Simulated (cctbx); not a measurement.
**TbFe4Pb2: solution and refinement**

Cell a = 7.8000 Å, b = 7.8000 Å, c = 4.1790 Å, α = 90.00°, β = 90.00°, γ = 90.00°; space group P4_2/mnm (no. 136); content Pb4 Tb2 Fe8.

The data are simulated with cctbx, not measured: Mo Kα, λ = 0.71073 Å, to d = 0.8 Å, 70 % of the full sphere, strongest reflection 70000 counts, noise from counting, a 4 % proportional error and a noise floor of 4 counts (s.d.); no absorption.

Charge flipping in P1 on normalised amplitudes to 0.8 Å, δ = 1.1 σ, 30 % of the reflections treated as weak, 300 cycles:

```text
cycle      R  skewness
    0  0.556     0.19
   25  0.458     2.46
   50  0.421     3.45
   75  0.434     3.45
  100  0.434     3.10
  125  0.432     3.48
  150  0.439     3.60
  175  0.439     3.29
  200  0.450     3.24
  225  0.445     3.48
  250  0.441     3.27
  275  0.429     3.21
origin shift          correlation  skewness
 0.045  0.518  0.238      0.911      5.96
-0.008  0.024  0.216      0.895      4.50
 0.245  0.022  0.243      0.844      3.19
-0.006  0.028  0.054      0.785      2.35
taken: symmetry correlation 0.911, skewness 5.96
peak      x       y       z  mult  height/sigma
Q1    0.0000  0.0000  0.5000    2     16.5
Q2    0.2213  0.2213  0.0000    4     14.5
Q3    0.0759  0.6359  0.0000    8      3.6
Q4    0.9946  0.4167  0.5000    8      2.5
Q5    0.1044  0.7806  0.0000    8      1.5
Q6    0.1479  0.2352  0.2483   16      1.4
Q7    0.1077  0.3435  0.0000    8      1.3
Q8    0.0629  0.2879  0.3849   16      1.3
```

The origin is taken among those within 0.04 of the best correlation, by the skewness of the map.

It took 0.64 s on 1 thread of Arm Neoverse N1, on a shared host, peak memory 0.07 GiB.

**Question.** Which peaks are atoms, and which elements?

Heights follow Z only loosely here, so the multiplicities, which must add up to the content, decide. First model: Q1 = Tb1 (2 in the cell, height 16.5), Q2 = Pb1 (4 in the cell, height 14.5) and Q3 = Fe1 (8 in the cell, height 3.6). Against the true structure, Q1 is Tb, Q2 is Pb and Q3 is Fe; the other peaks are not atoms.

Least squares on F², isotropic:

```text
Rint 0.031, 162 unique reflections to 0.80 A
cycle     R1     wR2    GooF  max shift (A)
   1  0.1563  0.3926  21.858   0.10438
   2  0.0103  0.0238   1.327   0.00000
final R1 0.0103 wR2 0.0238 GooF 1.327  parameters 6  data/parameter 27.0
atom        x        y        z      Ueq    occ   su(xyz)  su(Uiso or U11)
Tb1    0.00000  0.00000  0.50000   0.0046  1.000  0.00000  0.0001
Pb1    0.21971  0.21971  0.00000   0.0041  1.000  0.00002  0.0001
Fe1    0.08798  0.64166  0.00000   0.0066  1.000  0.00008  0.0002
difference map: max 1.34 min -1.31 rms 0.22
Q1    0.2226  0.2226  0.1183    8    1.35  0.50 A from Pb1
Q2    0.0895  0.0895  0.1437    8    0.67  1.56 A from Pb1
Q3    0.2108  0.7892  0.1616    8    0.67  1.61 A from Pb1
Q4    0.0418  0.0418  0.5000    4    0.63  0.46 A from Tb1
Q5    0.0372  0.9628  0.0000    4    0.46  2.13 A from Tb1
```

Anisotropic refinement:

```text
Rint 0.031, 162 unique reflections to 0.80 A
cycle     R1     wR2    GooF  max shift (A)
   1  0.0104  0.0238   1.358   0.00043
   2  0.0080  0.0163   0.926   0.00000
final R1 0.0080 wR2 0.0163 GooF 0.926  parameters 13  data/parameter 12.5
atom        x        y        z      Ueq    occ   su(xyz)  su(Uiso or U11)
Tb1    0.00000  0.00000  0.50000   0.0045  1.000  0.00000  0.0001
Pb1    0.21971  0.21971  0.00000   0.0041  1.000  0.00001  0.0001
Fe1    0.08793  0.64164  0.00000   0.0066  1.000  0.00006  0.0002
difference map: max 0.59 min -0.62 rms 0.18
Q1    0.0876  0.0876  0.1358    8    0.68  1.56 A from Pb1
Q2    0.2051  0.7949  0.1502    8    0.60  1.63 A from Fe1
Q3    0.0329  0.9671  0.0000    4    0.48  2.12 A from Tb1
Q4    0.0000  0.0000  0.3646    4    0.42  0.57 A from Tb1
Q5    0.0284  0.8585  0.2175   16    0.41  1.63 A from Tb1
Q6    0.0481  0.7219  0.2555   16    0.38  1.28 A from Fe1
```

**Reading.** The refinement ends at R1 = 0.0080, wR2 = 0.0163, GooF = 0.93, with difference density between -0.62 and 0.59 e/Å³. Every site matches the true model in element, within 0.001 Å r.m.s., up to an allowed shift of origin.

True model:

```
atom  mult.       x       y    z  Ueq (Å²)
 Pb1      4  0.2197  0.7803    0    0.0041
 Tb1      2       0       0  1/2    0.0046
 Fe1      8  0.6416  0.9121    0    0.0066
```

The model is made up (kin elements in a known structure type, no relaxation), so it says nothing on whether the phase exists.

[Middle refinement cycles are left out of these outputs.]

[Logs are printed without paths, hosts, clocks, repeated set-up lines and the standing remarks that a program may print on its own settings, such as how far it seeks lower states.]
